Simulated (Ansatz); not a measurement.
**Pd-Au Mackay icosahedron of 55 atoms (random alloy): support functions against a reference**

Aim: test how closely localised support functions follow the reference on Pd-Au Mackay icosahedron of 55 atoms (random alloy), and at what cost. A setting counts as converged where the r.m.s. difference of forces stays under 1 % of the r.m.s. force.

Program: Ansatz 0.2.0. Level of theory: Kohn-Sham DFT, PBE, PAW (set soft_2, large core), plane waves. Results are calculated unless marked as measured.

### Step 1. The structure

The cell holds 55 atoms: 38 Au and 17 Pd. Cell: a = 18.359 Å, b = 18.359 Å, c = 18.359 Å, α = 90.0°, β = 90.0°, γ = 90.0°. It derives from Pd and Au. Mackay icosahedron of 55 atoms at a = 3.89 Å, 9 Å of vacuum, 38 atoms Au at random; every coordinate displaced by a Gaussian of 0.03 Å. Vacuum lies along a, b and c.

Limits known from the start: The host structure and its lattice constant were typed by rule, without a check against the phase diagram. Beside vacuum, support functions can miss their usual error bounds without a warning. The main run has no spin polarisation, so any moments at edges, vacancies or dangling bonds can't form in it. Spin–orbit coupling is left out, which matters for the levels of the heavy elements.

### Step 2. Plane-wave single point

This run is the reference for what follows, at a cutoff of 420 eV.

File input.yaml:

```yaml
crystal:
  lattice:
    - [18.35935, 0.0, 0.0]
    - [0.0, 18.35935, 0.0]
    - [0.0, 0.0, 18.35935]
  atoms:
    - { symbol: Au, position: [0.49912, 0.50344, 0.49955] }
    - { symbol: Au, position: [0.62591, 0.50006, 0.41929] }
    - { symbol: Au, position: [0.62566, 0.50071, 0.58004] }
    - { symbol: Pd, position: [0.37285, 0.49722, 0.4226] }
    - { symbol: Au, position: [0.37038, 0.50499, 0.57788] }
    - { symbol: Au, position: [0.42143, 0.62688, 0.49831] }
    - { symbol: Au, position: [0.58133, 0.62857, 0.49745] }
    - { symbol: Au, position: [0.42148, 0.37115, 0.4992] }
    - { symbol: Pd, position: [0.58107, 0.37239, 0.50118] }
    - { symbol: Au, position: [0.50196, 0.4192, 0.62646] }
    - { symbol: Pd, position: [0.4987, 0.57933, 0.62628] }
    - { symbol: Au, position: [0.49994, 0.41933, 0.3715] }
    - { symbol: Au, position: [0.49892, 0.5799, 0.37458] }
    - { symbol: Au, position: [0.75641, 0.49909, 0.3432] }
    - { symbol: Pd, position: [0.75421, 0.50187, 0.49732] }
    - { symbol: Pd, position: [0.75207, 0.50036, 0.65669] }
    - { symbol: Au, position: [0.24635, 0.50071, 0.34382] }
    - { symbol: Au, position: [0.24619, 0.50021, 0.49893] }
    - { symbol: Pd, position: [0.24075, 0.49916, 0.65574] }
    - { symbol: Au, position: [0.34107, 0.7557, 0.50174] }
    - { symbol: Pd, position: [0.49847, 0.75506, 0.50019] }
    - { symbol: Au, position: [0.65618, 0.75163, 0.49981] }
    - { symbol: Pd, position: [0.3417, 0.24479, 0.50272] }
    - { symbol: Pd, position: [0.5014, 0.24496, 0.49932] }
    - { symbol: Au, position: [0.65622, 0.24222, 0.49794] }
    - { symbol: Au, position: [0.49858, 0.34044, 0.75822] }
    - { symbol: Au, position: [0.5005, 0.49904, 0.75539] }
    - { symbol: Au, position: [0.49985, 0.65508, 0.75371] }
    - { symbol: Pd, position: [0.4986, 0.3405, 0.24186] }
    - { symbol: Au, position: [0.50117, 0.50121, 0.24517] }
    - { symbol: Au, position: [0.50022, 0.65837, 0.24346] }
    - { symbol: Pd, position: [0.62652, 0.42217, 0.70946] }
    - { symbol: Au, position: [0.62705, 0.57877, 0.70393] }
    - { symbol: Au, position: [0.62788, 0.42099, 0.29317] }
    - { symbol: Pd, position: [0.62583, 0.5785, 0.29528] }
    - { symbol: Au, position: [0.37122, 0.42341, 0.70653] }
    - { symbol: Pd, position: [0.37418, 0.57771, 0.70747] }
    - { symbol: Au, position: [0.3729, 0.41954, 0.29472] }
    - { symbol: Au, position: [0.37163, 0.57627, 0.29369] }
    - { symbol: Au, position: [0.70923, 0.6277, 0.42237] }
    - { symbol: Au, position: [0.70698, 0.62519, 0.57841] }
    - { symbol: Pd, position: [0.29255, 0.62704, 0.42151] }
    - { symbol: Au, position: [0.29437, 0.62715, 0.57607] }
    - { symbol: Pd, position: [0.70329, 0.37418, 0.42187] }
    - { symbol: Au, position: [0.70313, 0.37249, 0.57821] }
    - { symbol: Au, position: [0.29214, 0.36994, 0.42006] }
    - { symbol: Pd, position: [0.29296, 0.37147, 0.57871] }
    - { symbol: Au, position: [0.42276, 0.70871, 0.62773] }
    - { symbol: Au, position: [0.57741, 0.70645, 0.63079] }
    - { symbol: Au, position: [0.41931, 0.29569, 0.62682] }
    - { symbol: Au, position: [0.57982, 0.29194, 0.62974] }
    - { symbol: Au, position: [0.42316, 0.70591, 0.37244] }
    - { symbol: Au, position: [0.57856, 0.70377, 0.37054] }
    - { symbol: Au, position: [0.42017, 0.29122, 0.37294] }
    - { symbol: Pd, position: [0.57818, 0.29424, 0.3733] }
kpoints:
  mp_grid: { grid: [1, 1, 1] }
hamiltonian:
  xc: pbe
  pseudopotentials: { kind: paw, core: large }
scf:
  occupations: { method: cold, width: 0.15 }
output:
  forces: true
  populations: true
  dos:
    method: { smearing: { sigma: 0.15 } }
    de: 0.1
    projected: { site_lists: { Au: [Au], Pd: [Pd] } }
  eigenvalues: true
  write_density: true
  write_potential: true
  volumetric_format: npy
  elf: true
```

Launch:

```sh
ansatz run input.yaml --threads 8 --pin off --max-ram 15872MiB --backend cpu --events-out ev --progress --plain --runs-dir out
```

Numbers of over 12 decimals in the logs are rounded to 6 here.

The log of the run:

```text
Engine: ansatz 0.2.0, aarch64-unknown-linux-gnu
Pseudopotentials: kind: paw
Pseudopotential: Au, paw, valence charge 11, recommended cutoff 420 eV (normal), Au.paw.azcp#standard-large-core
Pseudopotential: Pd, paw, valence charge 18, recommended cutoff 420 eV (normal), Pd.paw.azcp
[... 5 lines on functional and potentials left out ...]
Crystal: 55 atoms, lattice volume = 6188.308 Å³
Basis set: ecut = 420 eV, 121265 PW (Γ), exchange–correlation on 250×250×250 points (8 copies of the dense FFT grid, shifted against one another)
Bands: 435, of which v1, the nominal top of the filled ones, is band 362 counted from 1 (361 counted from 0)
Symmetry: 1 space group operations
Space group: P1 (ITA 1), of the structure as read, at distance tolerance 1.8e-4 Å
k-points: 1
[... 5 lines on functional and potentials left out ...]
Initial density: superposition of atomic densities (neutral atoms: chi_scale 0, normalization atom)
Initial wavefunctions: pseudopotential atomic-orbital guess
Functional: x = pbe(κ = 0.804, μ = 0.219515), c = pbe(β = 0.066725)
SCF iter   1: F=—  HF=-521350.109315 eV  |F-HF|=—  |Δ(HF+E_count)|=         —  Δρ=4.92e-2  dr2=2.62e2  ethr=3.10e-3  ⟨swp⟩=12.0  Hψ=2685  notcnv=0
preconditioner: auto → LDOS  [metal: Δε(μ)=0.042 eV  Ē_g=5.753 eV  σ=0.150 eV  W_gap=0.19  n_scr=738 (ndim 8)  ℏωp=11.4 eV  f_vac=0.774  D(μ)=80.20/eV (n_scr^D=388)  β→1.0]
SCF iter   2: F=—  HF=-521341.643423 eV  |F-HF|=—  |Δ(HF+E_count)|=    8.47e0  S|Δr|=    0.00e0  Δρ=3.75e-2  dr2=8.33e1  ethr=3.10e-3  ⟨swp⟩=3.0  Hψ=1147  notcnv=0  defer=56
SCF iter   3: F=—  HF=-521320.592526 eV  |F-HF|=—  |Δ(HF+E_count)|=    2.11e1  S|Δr|=    0.00e0  Δρ=9.01e-3  dr2=5.12e0  ethr=3.10e-3  ⟨swp⟩=2.0  Hψ=873  notcnv=0  defer=63
SCF iter   4: F=—  HF=-521320.549961 eV  |F-HF|=—  |Δ(HF+E_count)|=   4.26e-2  S|Δr|=    0.00e0  Δρ=4.82e-3  dr2=3.59e0  ethr=7.07e-4  ⟨swp⟩=2.0  Hψ=851  notcnv=0  defer=62
SCF iter   5: F=—  HF=-521320.518330 eV  |F-HF|=—  |Δ(HF+E_count)|=   3.16e-2  S|Δr|=    0.00e0  Δρ=2.32e-3  dr2=7.76e-1  ethr=4.96e-4  ⟨swp⟩=1.0  Hψ=373  notcnv=0  defer=62
SCF iter   6: F=—  HF=-521320.497462 eV  |F-HF|=—  |Δ(HF+E_count)|=   2.09e-2  S|Δr|=    0.00e0  Δρ=1.06e-3  dr2=1.42e-1  ethr=1.07e-4  ⟨swp⟩=2.0  Hψ=440  notcnv=0  defer=62
SCF iter   7: F=—  HF=-521320.501847 eV  |F-HF|=—  |Δ(HF+E_count)|=   4.39e-3  S|Δr|=    0.00e0  Δρ=7.13e-4  dr2=6.33e-2  ethr=1.97e-5  ⟨swp⟩=2.0  Hψ=717  notcnv=0  defer=62
SCF iter   8: F=—  HF=-521320.503237 eV  |F-HF|=—  |Δ(HF+E_count)|=   1.39e-3  S|Δr|=    0.00e0  Δρ=5.07e-4  dr2=2.75e-2  ethr=8.74e-6  ⟨swp⟩=2.0  Hψ=713  notcnv=0  defer=62
SCF iter   9: F=—  HF=-521320.506509 eV  |F-HF|=—  |Δ(HF+E_count)|=   3.27e-3  S|Δr|=    0.00e0  Δρ=3.33e-4  dr2=1.28e-2  ethr=3.79e-6  ⟨swp⟩=2.0  Hψ=374  notcnv=0  defer=62
SCF iter  10: F=—  HF=-521320.507827 eV  |F-HF|=—  |Δ(HF+E_count)|=   1.32e-3  S|Δr|=    0.00e0  Δρ=2.13e-4  dr2=5.01e-3  ethr=1.77e-6  ⟨swp⟩=2.0  Hψ=374  notcnv=0  defer=62
SCF iter  11: F=—  HF=-521320.508763 eV  |F-HF|=—  |Δ(HF+E_count)|=   9.36e-4  S|Δr|=    0.00e0  Δρ=1.17e-4  dr2=1.39e-3  ethr=6.92e-7  ⟨swp⟩=2.0  Hψ=441  notcnv=0  defer=62
SCF iter  12: F=—  HF=-521320.509244 eV  |F-HF|=—  |Δ(HF+E_count)|=   4.80e-4  S|Δr|=    0.00e0  Δρ=6.56e-5  dr2=4.90e-4  ethr=1.92e-7  ⟨swp⟩=2.0  Hψ=516  notcnv=0  defer=62
SCF iter  13: F=—  HF=-521320.509306 eV  |F-HF|=—  |Δ(HF+E_count)|=   6.24e-5  S|Δr|=    0.00e0  Δρ=3.62e-5  dr2=1.28e-4  ethr=6.76e-8  ⟨swp⟩=2.0  Hψ=663  notcnv=0  defer=62
SCF iter  14: F=—  HF=-521320.509434 eV  |F-HF|=—  |Δ(HF+E_count)|=   1.28e-4  S|Δr|=    0.00e0  Δρ=2.09e-5  dr2=3.80e-5  ethr=1.77e-8  ⟨swp⟩=2.0  Hψ=669  notcnv=0  defer=62
SCF iter  15: F=—  HF=-521320.507031 eV  |F-HF|=—  |Δ(HF+E_count)|=   2.40e-3  S|Δr|=    0.00e0  Δρ=1.35e-5  dr2=1.88e-5  ethr=5.25e-9  ⟨swp⟩=3.0  Hψ=743  notcnv=0  defer=62
SCF iter  16: F=—  HF=-521320.507053 eV  |F-HF|=—  |Δ(HF+E_count)|=   2.21e-5  S|Δr|=    0.00e0  Δρ=6.23e-6  dr2=3.67e-6  ethr=2.59e-9  ⟨swp⟩=3.0  Hψ=690  notcnv=0  defer=62
SCF iter  17: F=—  HF=-521320.507068 eV  |F-HF|=—  |Δ(HF+E_count)|=   1.51e-5  S|Δr|=    0.00e0  Δρ=2.89e-6  dr2=8.46e-7  ethr=5.07e-10  ⟨swp⟩=3.0  Hψ=690  notcnv=0  defer=62
SCF iter  18: F=—  HF=-521320.507072 eV  |F-HF|=—  |Δ(HF+E_count)|=   4.07e-6  S|Δr|=    0.00e0  Δρ=1.17e-6  dr2=1.90e-7  ethr=1.17e-10  ⟨swp⟩=3.0  Hψ=815  notcnv=0  defer=62
SCF iter  19: F=-521320.507074 eV  HF=-521320.507073 eV  |F-HF|=4.32e-7  |Δ(HF+E_count)|=   9.54e-7  S|Δr|=    0.00e0  Δρ=4.98e-7  dr2=3.02e-8  ethr=1.38e-11  ⟨swp⟩=26.0  Hψ=4003  notcnv=0
SCF 1 converged in 19 iterations: F = -521320.507074 eV  dr2 = 3.02e-8
  greatest PAW one-centre occupation: 1.000 electrons in one spin orbital (limit 2), on the Pd atom at site 28 (counted from 0), in its partial waves of l = 0
WARN: The output density's exchange-correlation potential varies sharply where the density is thin. Do not read a vacuum level from v_tot or v_xc, or from such a field of the output density. On a cell that repeats whose density bears no net charge and no dipole along the vacuum's axis use v_es (v_loc + v_h of the components); [...]
SCF converged after 19 iterations
Stability not checked: this state was not tested for a lower state beside it, because cold or Methfessel-Paxton smearing, or corrected tetrahedra, fill the levels in a way that the test cannot read (fill_not_monotonic; see scf.lower_state_search)
Free energy (F): -521320.507074 eV
Harris-Foulkes:  -521320.507073 eV  (|F-HF|=4.32e-7)
Internal energy: -521320.614898 eV  (E = F + TS)
E sigma→0 (E₀):  -521320.543015 eV
Entropy (-TS):   0.107824 eV (1.960 meV/atom)
Fermi energy:    -1.775687 eV
Step filling:    the computed levels leave a gap of 0.0415 eV = 0.3 smearing widths at the electron count; against every level under it full and every level over it empty, smearing changes F+E_penalty+E_count by +11.657 meV and its σ→0 estimate by -24.284 meV
--- Per-component energies (eV) ---
  E_band       = -10781.463959
  E_kinetic    = 21902.302735
  E_local      = -533349.055382  (includes V_loc(G=0)·N_el)
  E_nonlocal   = 11954.720213
  E_hartree    = 253997.896125
  E_xc         = -14480.864257
  E_vxc        = -9023.989938  (∫ρ·V_xc dr)
  E_paw        = -428826.125541  (= ΣΔE_a)
  E_vpaw       = -10261.257093  (= ΣTr[D̂ρ^β])
  E_aug_tail   = 0.014952  (compensation charges beyond the density's cutoff)
  E_ewald      = 167480.496257
  E_smearing   = 0.107824  (= −TS)
  E_closure    = 0.000000  (closes the sum)
  Σ components = -521320.507074   (vs F -521320.507074, Δ=0.00e0)
--- Forces (eV/Å), atoms counted from 1 ---
  atom   1  Au     0.20268829    -1.25715051     0.32334978
  atom   2  Au    -0.06394284    -0.13064735     0.63393830
  atom   3  Au    -0.31115542    -0.49102849    -0.56434373
  atom   4  Pd     0.26467493     0.18023407    -0.03595762
  atom   5  Au     0.72825199    -1.13304950     0.32291785
  atom   6  Au     0.10246855     0.20969287     0.06596179
  atom   7  Au    -0.93355495    -0.54482722     0.61529110
  atom   8  Au     0.25538005     0.63195572     0.17568247
  atom   9  Pd    -0.99778588     0.27809551    -0.47644746
  atom  10  Au    -0.04236369     0.60036675    -0.29961001
  atom  11  Pd    -0.08229108    -0.31965379    -0.22108460
  atom  12  Au     0.20381704     0.09904274     0.57373906
  atom  13  Au    -0.09838424    -0.70255361    -0.29992256
  atom  14  Au    -0.23965004    -0.08645920     0.14059419
[...]
atom  54  Au    -0.00090266    -0.51905885    -0.32557365
  atom  55  Pd     0.01291253    -0.32228845     0.08259028
  max |Σ_I F_I| component: 2.76e-5 eV/Å
--- Band table (eV) ---
  k-point 0: bands = ["-85.3720", "-85.3291", "-85.3152", "-84.9104", [... 419 levels ...], "3.3715", "3.3897", "3.4243", "3.4623", "3.5187", "3.5506", "3.5639", "3.6059", "3.6186", "3.6308", "3.7085", "3.7172"]
--- Löwdin populations: 55 sites ---
  site symbol       q [e]
     0     Au     10.8202
     1     Au     10.8869
     2     Au     10.9001
[...]
54     Pd     17.5184
  spilling = 0.011834 (of n_electrons = 724.000000)
```

Elapsed: 82 s, on 8 threads of Arm Neoverse V2, shared host; peak memory 7.2 GiB.

In the SCF lines HF is the Harris–Foulkes energy and dr2 the Hartree energy of the density residual, in eV; the loop may stop once dr2 is under the threshold and the program's other checks hold. Hψ counts applications of the Hamiltonian.

The program notes that potentials were chosen by core size and the exchange-correlation potential is rough where the density is thin.

Read from the output:

* free energy: -521320.5071 eV
* free energy per atom: -9478.5547 eV/atom
* SCF cycles: 19
* r.m.s. force component: 0.4127 eV/Å
* longest force: 1.385 eV/Å
* Fermi energy: -1.776 eV
* levels partly filled by over 2 per cent: 6
* spilling of the projection: 0.01183

The r.m.s. force component of 0.41 eV/Å sets the scale for the differences below.

### Step 3. Support functions low

The cell is solved in localised support functions.

This step: Kohn-Sham DFT, PBE, PAW (set soft_2, large core), localised support functions (low) (Ansatz 0.2.0).

input.yaml, the sections that differ from step 2:

```yaml
scf:
  occupations: { method: cold, width: 0.15 }
  eigensolver: { kind: { support_functions: { accuracy: low } } }
  mixing: { beta: 0.4 }
  max_iter: 150
output:
  forces: true
  eigenvalues: true
# crystal, kpoints, hamiltonian: as in step 2
```

The log of the run:

```text
Warning: scf.eigensolver.kind.support_functions: disabling space-group detection — the functions' gradient is summed over unrotated k-points, so no spatial operation reduces the k-mesh or symmetrises the density; time reversal is kept, so that k and −k are solved as one point where they differ and the mesh holds both, and exact exchange and, on two spinor components, a DFT+U term hold to it where the run has them: [...]
settings of this run that can trade accuracy for cost: scf.eigensolver.kind.support_functions; scf.eigensolver.kind.support_functions.accuracy: low [...]
[...]
Crystal: 55 atoms, lattice volume = 6188.308 Å³
Basis set: ecut = 420 eV, 121265 PW (Γ), exchange–correlation on 250×250×250 points (8 copies of the dense FFT grid, shifted against one another)
Bands: 435, of which v1, the nominal top of the filled ones, is band 362 counted from 1 (361 counted from 0)
Symmetry: 1 space group operations
k-points: 1
[...]
SCF iter   1: F=—  HF=-521262.255670 eV  |F-HF|=—  |Δ(HF+E_count)|=         —  Δρ=2.84e-2  dr2=7.31e1  ethr=1.00e-1
[...]
SCF iter  21: F=—  HF=-521320.639511 eV  |F-HF|=—  |Δ(HF+E_count)|=   6.39e-4  S|Δr|=    0.00e0  Δρ=1.15e-5  dr2=1.47e-5  ethr=4.27e-9  κ⁻¹=3.7e-3(r=7)
SCF iter  22: F=-521320.640083 eV  HF=-521320.640098 eV  |F-HF|=1.50e-5  |Δ(HF+E_count)|=   5.87e-4  S|Δr|=    0.00e0  Δρ=9.15e-6  dr2=8.34e-6  ethr=2.03e-9
SCF 1 converged in 22 iterations: F = -521320.654328 eV  dr2 = 8.34e-6
[...]
SCF converged after 22 iterations
[...]
Free energy (F): -521320.654328 eV
[...]
Internal energy: -521320.762459 eV  (E = F + TS)
E sigma→0 (E₀):  -521320.690372 eV
Entropy (-TS):   0.108131 eV (1.966 meV/atom)
Fermi energy:    -1.776824 eV
[...]
Σ components = -521320.654328   (vs F -521320.654328, Δ=0.00e0)
--- Forces (eV/Å), atoms counted from 1 ---
  atom   1  Au     0.20218938    -1.25321249     0.32268403
  atom   2  Au    -0.06241625    -0.13127827     0.63203267
  atom   3  Au    -0.30945449    -0.49011052    -0.56220873
  atom   4  Pd     0.26358368     0.17953218    -0.03661637
[...]
atom  55  Pd     0.01246524    -0.32009379     0.08362542
  max |Σ_I F_I| component: 2.40e-3 eV/Å
--- Band table (eV) ---
[...]
```

Wall time 3.1 min (8 threads); peak memory 6.8 GiB; 25 min of CPU time.

The program notes that the band table was not solved further than the SCF left it and it switched symmetry off.

Keys that differ from the reference: support_functions.accuracy = "low", scf.max_iter = 150 and scf.mixing.beta = 0.4.

Forces differ from the reference by 1.7 meV/Å r.m.s., 0.41 % of their size, within a tolerance of 1 %; the energy by -2.7 meV/atom. It took 3.1 min and 22 cycles; the reference's time can't be set against it, since the two runs asked for unlike analyses.

### Step 4. Support functions medium

With localised support functions most steps grow linearly with size, though the diagonalisation grows faster unless the density matrix is cut; this run measures error and cost at this size.

This step: Kohn-Sham DFT, PBE, PAW (set soft_2, large core), localised support functions (medium) (Ansatz 0.2.0).

Edit input.yaml of step 3 so:

```diff
@@ -14,3 +14,3 @@
   occupations: { method: cold, width: 0.15 }
-  eigensolver: { kind: { support_functions: { accuracy: low } } }
+  eigensolver: { kind: { support_functions: { accuracy: medium } } }
   mixing: { beta: 0.4 }
```

The log of the run:

```text
[...]
Crystal: 55 atoms, lattice volume = 6188.308 Å³
Basis set: ecut = 420 eV, 121265 PW (Γ), exchange–correlation on 250×250×250 points (8 copies of the dense FFT grid, shifted against one another)
Bands: 435, of which v1, the nominal top of the filled ones, is band 362 counted from 1 (361 counted from 0)
Symmetry: 1 space group operations
k-points: 1
[...]
SCF iter   1: F=—  HF=-521261.567551 eV  |F-HF|=—  |Δ(HF+E_count)|=         —  Δρ=2.81e-2  dr2=7.08e1  ethr=1.00e-1
[...]
SCF iter  27: F=-521320.640993 eV  HF=-521320.640995 eV  |F-HF|=1.76e-6  |Δ(HF+E_count)|=   1.61e-6  S|Δr|=    0.00e0  Δρ=1.70e-6  dr2=5.80e-7  ethr=2.60e-10
SCF 1 converged in 27 iterations: F = -521320.654424 eV  dr2 = 5.80e-7
[...]
SCF converged after 27 iterations
[...]
Free energy (F): -521320.654424 eV
[...]
Internal energy: -521320.762547 eV  (E = F + TS)
E sigma→0 (E₀):  -521320.690465 eV
Entropy (-TS):   0.108123 eV (1.966 meV/atom)
Fermi energy:    -1.776291 eV
[...]
--- Forces (eV/Å), atoms counted from 1 ---
  atom   1  Au     0.20223024    -1.25306185     0.32260556
  atom   2  Au    -0.06254527    -0.13090490     0.63211671
  atom   3  Au    -0.30931629    -0.48976940    -0.56209502
  atom   4  Pd     0.26332145     0.17972331    -0.03666873
  atom   5  Au     0.72567489    -1.13028318     0.32282361
  atom   6  Au     0.10212409     0.20968168     0.06553547
  atom   7  Au    -0.93043204    -0.54209223     0.61364899
  atom   8  Au     0.25428296     0.62954629     0.17568925
  atom   9  Pd    -0.99456194     0.27657975    -0.47580902
  atom  10  Au    -0.04183661     0.59847561    -0.29870122
  atom  11  Pd    -0.08228065    -0.31805385    -0.21989445
  atom  12  Au     0.20348598     0.09764178     0.57144508
  atom  13  Au    -0.09829204    -0.70032132    -0.29954206
  atom  14  Au    -0.24145205    -0.08656420     0.14192452
[...]
atom  54  Au    -0.00013623    -0.51622796    -0.32351081
  atom  55  Pd     0.01254644    -0.31997111     0.08393719
  max |Σ_I F_I| component: 1.85e-3 eV/Å
--- Band table (eV) ---
[...]
```

Wall time 3.5 min (8 threads); peak memory 7.1 GiB; 28 min of CPU time.

Keys that differ from the reference: support_functions.accuracy = "medium", scf.max_iter = 150 and scf.mixing.beta = 0.4.

Forces differ from the reference by 1.7 meV/Å r.m.s., 0.42 % of their size, within a tolerance of 1 %; the energy by -2.7 meV/atom. It took 3.5 min and 27 cycles; the reference's time can't be set against it, since the two runs asked for unlike analyses.

(Part 1 of 2 ends here.)

[Logs are printed without paths, hosts, clocks, repeated set-up lines and the standing remarks that a program may print on its own settings, such as how far it seeks lower states.]

[Hosts, paths, dates, database ids (printed as entryN), source tags and the programs' standing remarks are cut or masked in the printed files.]
